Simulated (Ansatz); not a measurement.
**ZrGe (model cell, started as layered BN type): from the cell to its phonons**

Wanted: vibrations and spectra of ZrGe (model cell, started as layered BN type); the cell is already relaxed.

Calculated with Ansatz 0.2.0; DFT PBE, scalar-relativistic, plane waves, PAW.

The structure was built from a prototype and need not be the compound's stable phase.

## (1) The structure

It takes space group P6_3/mmc (No. 194, hexagonal). The conventional cell has a = 4.678 Å, b = 4.678 Å, c = 5.382 Å, α = 90.00°, β = 90.00°, γ = 120.00°. Zr has 5 Ge at 2.69 to 2.70 Å nearest. Nearest to Ge lie 5 Zr at 2.69 to 2.70 Å. Farther neighbours are not listed.

As a file:

```cif
data_structure
_symmetry_space_group_name_H-M 'P6_3/mmc'
_symmetry_Int_Tables_number 194
_cell_length_a 4.6777
_cell_length_b 4.6777
_cell_length_c 5.3816
_cell_angle_alpha 90.000
_cell_angle_beta 90.000
_cell_angle_gamma 120.000
_cell_volume 101.98
loop_
_atom_site_label
_atom_site_type_symbol
_atom_site_symmetry_multiplicity
_atom_site_Wyckoff_symbol
_atom_site_fract_x
_atom_site_fract_y
_atom_site_fract_z
_atom_site_occupancy
Zr1 Zr 2 c 0.33333 0.66667 0.25000 1
Ge1 Ge 2 d 0.66667 0.33333 0.25000 1
```

## (2) Phonons on a q mesh

The cell comes from relaxations at this level that are not shown. The mesh has a single point along some directions, so zone-edge points there are not solved. Linear response on a 2×2×1 q mesh gives force constants as far as a supercell of that size would.

input.yaml

```yaml
crystal:
  lattice:
    - [4.6776712725, 0.0, 0.0]
    - [-2.3388356363, 4.0509821526, 0.0]
    - [0.0, 0.0, 5.3815812226]
  atoms:
    - { symbol: Zr, position: [0.3333333333, 0.6666666667, 0.25] }
    - { symbol: Zr, position: [0.6666666667, 0.3333333333, 0.75] }
    - { symbol: Ge, position: [0.6666666667, 0.3333333333, 0.25] }
    - { symbol: Ge, position: [0.3333333333, 0.6666666667, 0.75] }
kpoints:
  mp_grid: { grid: [12, 12, 6] }
hamiltonian:
  xc: pbe
scf:
  occupations: { method: methfessel_paxton, width: 0.15 }
output:
  eigenvalues: true
phonons:
  method: dfpt
  qmesh: [2, 2, 1]
  temperatures: { t_max: 1000, t_step: 50 }
  qpath:
    path:
      - [[0.0, 0.0, 0.0], [0.5, 0.0, 0.0], [0.33333333, 0.33333333, 0.0], [0.0, 0.0, 0.0], [0.0, 0.0, 0.5], [0.5, 0.0, 0.5], [0.33333333, 0.33333333, 0.5], [0.0, 0.0, 0.5]]
      - [[0.5, 0.0, 0.5], [0.5, 0.0, 0.0]]
      - [[0.33333333, 0.33333333, 0.5], [0.33333333, 0.33333333, 0.0]]
    npoints: 10
```

Run with:

```bash
> ansatz run input.yaml --threads 4 --pin off --max-ram 7168MiB --backend cpu --events-out ev --progress --plain --runs-dir out
```

Numbers of over 12 decimals in the logs are rounded to 6 here.

Log:

```text
Engine: ansatz 0.2.0, aarch64-unknown-linux-gnu
Pseudopotentials: kind: paw
Pseudopotential: Zr, paw, valence charge 12, recommended cutoff 420 eV (normal), Zr.paw.azcp
Pseudopotential: Ge, paw, valence charge 14, recommended cutoff 420 eV (normal), Ge.paw.azcp
Functional definition: PBE
  parameter kappa = 0.804
  parameter beta = 0.066725
  exchange = pbe_x(kappa = kappa, mu = beta*pi^2/3)
  correlation = pbe_c(beta = beta)
Crystal: 4 atoms, lattice volume = 101.976 Å³
Basis set: ecut = 420 eV, 1991 PW (Γ), exchange–correlation on 64×64×72 points (8 copies of the dense FFT grid, shifted against one another)
Bands: 32, of which v1, the nominal top of the filled ones, is band 26 counted from 1 (25 counted from 0)
Symmetry: 24 space group operations
k-points: 76 of 864
Non-local potential: Zr, projectors of the file, l = 0: 3, l = 1: 2, l = 2: 2, l = 3: 2
Non-local potential: Ge, projectors of the file, l = 0: 2, l = 1: 2, l = 2: 3, l = 3: 1
PAW form: soft (Blöchl's): semilocal exchange-correlation on the pseudo side does not see the compensation charge
PAW one-centre angular grid: Zr, 590 points (default); XC on 64 Gauss nodes
PAW one-centre angular grid: Ge, 590 points (default); XC on 64 Gauss nodes
Initial density: superposition of atomic densities (neutral atoms: chi_scale 0, normalization atom), corrected by the library's trained network
Initial wavefunctions: pseudopotential atomic-orbital guess
Functional: x = pbe(κ = 0.804, μ = 0.219515), c = pbe(β = 0.066725)
SCF iter   1: F=—  HF=-16959.087179 eV  |F-HF|=—  |Δ(HF+E_count)|=         —  Δρ=3.07e-3  dr2=1.19e-2  ethr=1.77e-3  ⟨swp⟩=5.0  Hψ=9000  notcnv=0
preconditioner: auto → LDOS  [metal: Δε(μ)=0.014 eV  Ē_g=5.345 eV  σ=0.150 eV  W_gap=0.08  n_scr=22 (ndim 8)  ℏωp=14.7 eV  f_vac=0.053  D(μ)=0.96/eV (n_scr^D=2)  β→1.0]
SCF iter   2: F=—  HF=-16959.084788 eV  |F-HF|=—  |Δ(HF+E_count)|=   2.39e-3  S|Δr|=    0.00e0  Δρ=1.45e-3  dr2=2.55e-3  ethr=2.29e-5  ⟨swp⟩=2.0  Hψ=5016  notcnv=0
SCF iter   3: F=—  HF=-16959.083967 eV  |F-HF|=—  |Δ(HF+E_count)|=   8.20e-4  S|Δr|=    0.00e0  Δρ=2.74e-4  dr2=1.37e-4  ethr=4.90e-6  ⟨swp⟩=2.0  Hψ=4311  notcnv=0
SCF iter   4: F=—  HF=-16959.083930 eV  |F-HF|=—  |Δ(HF+E_count)|=   3.69e-5  S|Δr|=    0.00e0  Δρ=8.38e-5  dr2=4.96e-6  ethr=2.64e-7  ⟨swp⟩=2.0  Hψ=3703  notcnv=0
SCF iter   5: F=—  HF=-16959.083932 eV  |F-HF|=—  |Δ(HF+E_count)|=   1.11e-6  S|Δr|=    0.00e0  Δρ=2.35e-5  dr2=3.03e-7  ethr=9.55e-9  ⟨swp⟩=2.0  Hψ=3700  notcnv=0
SCF iter   6: F=—  HF=-16959.083932 eV  |F-HF|=—  |Δ(HF+E_count)|=   1.26e-7  S|Δr|=    0.00e0  Δρ=5.26e-6  dr2=1.52e-8  ethr=5.83e-10  ⟨swp⟩=2.0  Hψ=3699  notcnv=0
SCF iter   7: F=—  HF=-16959.083932 eV  |F-HF|=—  |Δ(HF+E_count)|=   1.77e-8  S|Δr|=    0.00e0  Δρ=1.04e-6  dr2=4.99e-10  ethr=2.93e-11  ⟨swp⟩=2.0  Hψ=2940  notcnv=0
SCF iter   8: F=-16959.083932 eV  HF=-16959.083932 eV  |F-HF|=3.64e-12  |Δ(HF+E_count)|=  7.09e-10  S|Δr|=    0.00e0  Δρ=9.69e-8  dr2=4.42e-12  ethr=1.00e-12  ⟨swp⟩=7.8  Hψ=12937  notcnv=0
SCF 1 converged in 8 iterations: F = -16959.083932 eV  dr2 = 4.42e-12
  greatest PAW one-centre occupation: 0.998 electrons in one spin orbital (limit 2), on the Ge atom at site 3 (counted from 0), in its partial waves of l = 2
phonons: the bands overlap, so this run is a metal and interpolates without the dipole-dipole term. If the crystal is really an insulator or semiconductor, its LO-TO splitting is missing
NSCF: frozen V_eff on 76 k-points
NSCF: frozen V_eff on 172 k-points
DFPT response loops at q = (0, 0, 0) (fractional): preconditioner auto → Kerker (q_TF=auto, 2.439 Å⁻¹) (partly filled bands, converged f_vac=0.049); β = 1.00, the filter's whole step (`scf.mixing.beta` (0.50) is not read by the response loops under this deck's `scf.mixing.preconditioner`; to damp them name `kerker` or `kerker_dos`, under which they read `scf.mixing.beta`, and type it under 1.00, their step now; both keys bind the ground state too); Broyden in place of MSR1
NSCF: frozen V_eff on 344 k-points
DFPT response loops at q = (0, -0.5, 0) (fractional): mixed as the last ones told, above
SCF converged after 8 iterations
Stability not checked: this state was not tested for a lower state beside it, because cold or Methfessel-Paxton smearing, or corrected tetrahedra, fill the levels in a way that the test cannot read (fill_not_monotonic; see scf.lower_state_search)
Free energy (F): -16959.083932 eV
Harris-Foulkes:  -16959.083932 eV  (|F-HF|=3.64e-12)
Internal energy: -16959.083372 eV  (E = F + TS)
E sigma→0 (E₀):  -16959.083792 eV
Entropy (-TS):   -0.000560 eV (-0.140 meV/atom)
Fermi energy:    9.197088 eV
--- Per-component energies (eV) ---
  E_band       = -556.302590
  E_kinetic    = 887.353629
  E_local      = -6798.184667  (includes V_loc(G=0)·N_el)
  E_nonlocal   = 995.935900
  E_hartree    = 2826.958929
  E_xc         = -474.526054
  E_vxc        = -511.073753  (∫ρ·V_xc dr)
  E_paw        = -9946.228052  (= ΣΔE_a)
  E_vpaw       = -784.252201  (= ΣTr[D̂ρ^β])
  E_aug_tail   = 0.000626  (compensation charges beyond the density's cutoff)
  E_ewald      = -4450.393683
  E_smearing   = -0.000560  (= −TS)
  E_closure    = -0.000000  (closes the sum)
  Σ components = -16959.083932   (vs F -16959.083932, Δ=0.00e0)
--- Band table (eV; the first three rows and the last of 76) ---
  k-point 0: bands = [... 22 lower, 7.6264, 7.7588, 7.7588, 9.5777, 9.5777, 10.4728, 11.6452, 11.6452, ... 2 higher]
  k-point 1: bands = [... 22 lower, 7.4447, 7.5982, 7.5982, 9.6109, 9.9186, 9.9186, 11.7693, 11.7693, ... 2 higher]
  k-point 2: bands = [... 22 lower, 7.3085, 7.3595, 7.3595, 8.1569, 10.6531, 10.6531, 11.8386, 11.8386, ... 2 higher]
  k-point 75: bands = [... 22 lower, 7.4913, 7.4913, 8.2449, 8.2449, 9.9497, 9.9497, 11.7140, 11.7140, ... 2 higher]
--- Phonons (Γ-DFPT): 4 representative perturbations + reference (Σ response iterations 12) ---
  ASR residual: 1.540e-5 → 0.000e0 eV/Å²; symmetrization residual: 1.360e-5 eV/Å²
  ASR residual per site (eV/Å²): 6.29e-6 6.29e-6 1.54e-5 1.54e-5
  Γ frequencies (cm⁻¹): 0.00 0.00 0.00 107.08 108.69 108.69 213.47 213.47 225.58 226.50 226.50 258.44
--- Phonons (arbitrary-q DFPT): 2 irreducible q on the 2×2×1 mesh ---
  q = [0.0000, 0.0000, 0.0000] (star 1, of the zone-centre solve; hermiticity 2.76e-6, symmetrization 8.41e-11): -0.00 -0.00 -0.00 107.08 108.69 108.69 213.47 213.47 225.58 226.50 226.50 258.44
  q = [0.0000, -0.5000, 0.0000] (star 3, 6 solved perturbations on 172 of 864 k-point pairs; hermiticity 2.75e-5, symmetrization 7.11e-6): 17.91 64.74 91.12 108.87 137.38 159.23 190.97 196.89 217.30 228.17 253.73 257.05
  sum rule: each row above includes the acoustic sum rule's correction from the zone centre's row sums; it moved no ω² by more than (0.24 cm⁻¹)²
  mesh force constants: q→R imaginary residual 1.23e-17; ASR residual 1.540e-5 → 0.000e0 eV/Å²; symmetrization residual 8.882e-15 eV/Å²
  interpolated dispersion: 93 rows × 12 modes
  density of states and harmonic sums: on the 16×16×12 q-mesh, interpolated from the force constants of a 2×2×1 supercell (no non-analytic term)
  largest difference from the sums on the solved wave vectors: F 6.26e-2 eV, S 1.27e-4 and C_V 6.45e-5 eV/K
  zero-point energy: 0.121406 eV/cell   skipped modes (ω ≤ 0): 3   left out of the sums: 8.14e-5 of the cell's modes: C_V's classical limit lies that fraction below 3 k_B per atom; for a crystal, a wire or a layer, F and S can be off by more, and a phonons.interpolated_qmesh denser along its periods is the remedy for the sampling
```

It took 2.5 min on 4 threads of Arm Neoverse V2, shared host; peak memory 1.7 GiB; 9.6 min of CPU time.

Numbers from this step:

* volume per atom: 25.49 Å³
* gap on the k-mesh: 0 eV
* sum-rule residual before enforcement: 1.54e-5 eV/Å²
* point group: 6/mmm
* highest optical mode at the zone centre (no LO-TO term): 258.4 cm⁻¹
* lowest optical zone-centre mode: 107.1 cm⁻¹
* lowest mode on the q mesh (acoustic modes at Γ apart): 17.91 cm⁻¹
* highest frequency at a solved wavevector (no LO-TO term at Γ): 258.4 cm⁻¹

Frequencies (cm⁻¹) solved at each irreducible wavevector; negative means imaginary. Frequencies by wavevector, by row:

```csv
q in reciprocal lattice units,star,mode 1,mode 2,mode 3,mode 4,mode 10,mode 11,mode 12
0 0 0,1,0,0,0,107.1,226.5,226.5,258.4
0 -0.5 0,3,17.9,64.7,91.1,108.9,228.2,253.7,257.1
```

Symmetry leaves 2 wavevectors to solve. The lowest mode among them, the acoustic zeros apart, lies at q = (0, -0.5, 0) and is real, 17.9 cm⁻¹.

## (3) Isotope substitution, element Ge, natural mass 72.63 amu

An isotope changes the mass and not the force constants, so no new electronic calculation is needed; the shifts show which modes move this element.

The same force constants with the mass of Ge changed from 72.630 to 75.921 u (phonopy, no LO-TO term). Both lists are sorted by frequency; levels can cross, so a row need not hold one and the same mode. Modes under 3 cm⁻¹ are left out. Isotope shifts, by row:

```csv
q,rank,natural mass (cm⁻¹),changed mass (cm⁻¹)
0 0 0,4,107.1,106
0 0 0,5,108.7,107.5
0 0 0,6,108.7,107.5
0 0 0,7,213.5,211
0 0 0,8,213.5,211
0 0 0,9,225.6,222.8
0 0 0,10,226.5,223.8
0 0 0,11,226.5,223.8
0 0 0,12,258.4,255.3
0 -0.5 0,1,17.91,17.71
0 -0.5 0,2,64.74,64.07
0 -0.5 0,3,91.12,90.17
0 -0.5 0,4,108.9,107.7
0 -0.5 0,5,137.4,136.2
0 -0.5 0,6,159.2,158.6
0 -0.5 0,7,191,187.6
0 -0.5 0,8,196.9,194.3
0 -0.5 0,9,217.3,214.8
0 -0.5 0,10,228.2,225.6
0 -0.5 0,11,253.7,250.8
0 -0.5 0,12,257.1,254
```

A mode of this element alone would shift by -2.19 %. The highest zone-centre frequency without the field goes from 258.4 to 255.3 cm⁻¹ (-1.2 %). The product of the frequency ratios over all optical modes at Γ is 0.902; the product rule, (m/m′)^(3k/2) (M′/M)^(3/2) with k = 2 such atoms and M the mass of the cell, gives 0.902.

## (4) Another isotope, element Zr, natural mass 91.222 amu

The same for Zr, from 91.22 to 95.91 u.

A mode of this element alone would shift by -2.47 %. The highest zone-centre frequency without the field goes from 258.4 to 255.6 cm⁻¹ (-1.1 %). The product of the frequency ratios over all optical modes at Γ is 0.898; the product rule, (m/m′)^(3k/2) (M′/M)^(3/2) with k = 2 such atoms and M the mass of the cell, gives 0.898.

## (5) Summary of results

| Item | Value |
| --- | --- |
| space group (within 0.01 Å) | P6_3/mmc |
| volume per atom | 25.5 Å³ |
| electronic character | no gap on this mesh |
| highest optical mode at the zone centre (no LO-TO term) | 258 cm⁻¹ |
| lowest optical zone-centre mode | 107 cm⁻¹ |
| lowest mode on the q mesh (acoustic modes at Γ apart) | 17.9 cm⁻¹ |
| imaginary modes on the 2×2×1 q mesh | none |

In words: The structure is a minimum as far as tested: no mode is imaginary at the 2 irreducible wavevectors of the 2×2×1 mesh, and the softest away from the acoustic zeros lies at 18 cm⁻¹. The optical modes at Γ span 107 to 258 cm⁻¹. The q mesh is too sparse to interpolate, so only the solved wavevectors are given. With no gap, or one that is small against the smearing, the frequencies hang on the k mesh and the smearing, most of all near Kohn anomalies. The starting cell was built on a prototype and not taken from a measurement, so the phase need not exist. These are harmonic frequencies at zero temperature: anharmonic shifts, linewidths and thermal expansion are left out.

[Logs are printed without paths, hosts, clocks, repeated set-up lines and the standing remarks that a program may print on its own settings, such as how far it seeks lower states.]

[Hosts, paths, dates, database ids (printed as entryN), source tags and the programs' standing remarks are cut or masked in the printed files.]
